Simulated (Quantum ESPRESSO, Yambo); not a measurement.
Planning a run of Yambo 5.3.0 on SiO2 (Quartz). The input:

```
HF_and_locXC
gw0
dyson
ppa
em1d
rim_cut
RandQpts= 1000000
RandGvec= 1 RL
EXXRLvcs= 72 Ry
VXCRLvcs= 288 Ry
Chimod= "HARTREE"
% BndsRnXp
 1 | 83 |
%
NGsBlkXp= 9 Ry
% LongDrXp
 1 | 1 | 1 |
%
% GbndRnge
 1 | 83 |
%
DysSolver= "n"
ExtendOut
PPAPntXp= 27.21138 eV
% QPkrange
 5 | 5 | 23 | 26 |
 1 | 1 | 23 | 26 |
%
```

```sh
OMP_NUM_THREADS=2 mpirun -n 4 yambo -F gw2.in -J gw2 -C gw2 > gw2.log
```

The stored states that it reads are on a 3×3×2 mesh. It takes space group P3_121 (No. 152, trigonal). Conventional cell: a = 4.916 Å, b = 4.916 Å, c = 5.409 Å, α = 90.00°, β = 90.00°, γ = 120.00°. Si has 4 O at 1.61 Å nearest. Nearest to O lie 2 Si at 1.61 Å. Farther neighbours and most contacts between anions are not listed.

**Question.** How long will it take on 4 MPI ranks of Arm Neoverse V1, shared host, and how much memory?

It took 41 s; on shared hardware allow 21 s to 82 s. Peak host memory was 2.3 GiB.

The screening grows as filled bands × empty bands × pairs of k points, times the square of the screening basis for the matrix.

[Paths, hosts, dates, memory and timing lines, banners, echoed tables and standing remarks are left out of the program output.]

[Logs are printed without paths, hosts, clocks, repeated set-up lines and the standing remarks that a program may print on its own settings, such as how far it seeks lower states.]

[Runs of the session that timed out or met a known fault of the program may be left out.]

[Hosts, paths, dates, database ids (printed as entryN), source tags and the programs' standing remarks are cut or masked in the printed files.]
